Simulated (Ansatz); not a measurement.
Two G0W0 runs on WSeS (layered bulk) (P6_3mc).

The structure was built from a prototype and need not be the compound's stable phase.

```cif
data_structure
_symmetry_space_group_name_H-M 'P 1'
_symmetry_Int_Tables_number 1
_cell_length_a 3.1715
_cell_length_b 3.1715
_cell_length_c 12.0763
_cell_angle_alpha 90.000
_cell_angle_beta 90.000
_cell_angle_gamma 120.000
_cell_volume 105.19
loop_
_atom_site_label
_atom_site_type_symbol
_atom_site_fract_x
_atom_site_fract_y
_atom_site_fract_z
_atom_site_occupancy
W1 W 0.33333 0.66667 0.25491 1
S2 S 0.66667 0.33333 0.38229 1
Se3 Se 0.66667 0.33333 0.11280 1
W4 W 0.66667 0.33333 0.75491 1
S5 S 0.33333 0.66667 0.88229 1
Se6 Se 0.33333 0.66667 0.61280 1
```

The structure was relaxed with PBEsol-D3(BJ). The runs that relaxed it are not among those shown. Spin-orbit coupling is left out unless a run names it.

The first (Ansatz 0.2.0; start PBEsol, 9×9×2 mesh, 438 empty bands, screening to 150 eV, PAW set soft_1 files; 1 × NVIDIA H100 80GB HBM3 (shared by 6 runs) with 2 threads of AMD EPYC 7R13 (Zen 3), shared host) gave, on its mesh: starting gap 0.75 eV, G0W0 gap 1.10 eV, RPA ε∞ (mean) 12.88, 2.8 min.

The second gave: starting gap 0.75 eV, G0W0 gap 1.00 eV, RPA ε∞ (mean) 13.24, 42 s.

What was changed in the input? Choose among start, files, mesh, bands and cutoff, frequency model or another key.

Changed: empty bands from 438 to 111 and screening cutoff (eV) from 150.0 to 60. The starting gap stayed, which rules out the functional and points to the GW step. Other changes could give like numbers; this is the one that was made.

Limits: not at the basis limit; no spin-orbit coupling.

[Paths, hosts, dates, memory and timing lines, banners, echoed tables and standing remarks are left out of the program output.]

[Logs are printed without paths, hosts, clocks, repeated set-up lines and the standing remarks that a program may print on its own settings, such as how far it seeks lower states.]

[Runs of the session that timed out or met a known fault of the program may be left out.]

[Cells called generated may have been cut or substituted from an entry of the Crystallography Open Database or the Materials Project.]

[Hosts, paths, dates, database ids (printed as entryN), source tags and the programs' standing remarks are cut or masked in the printed files.]
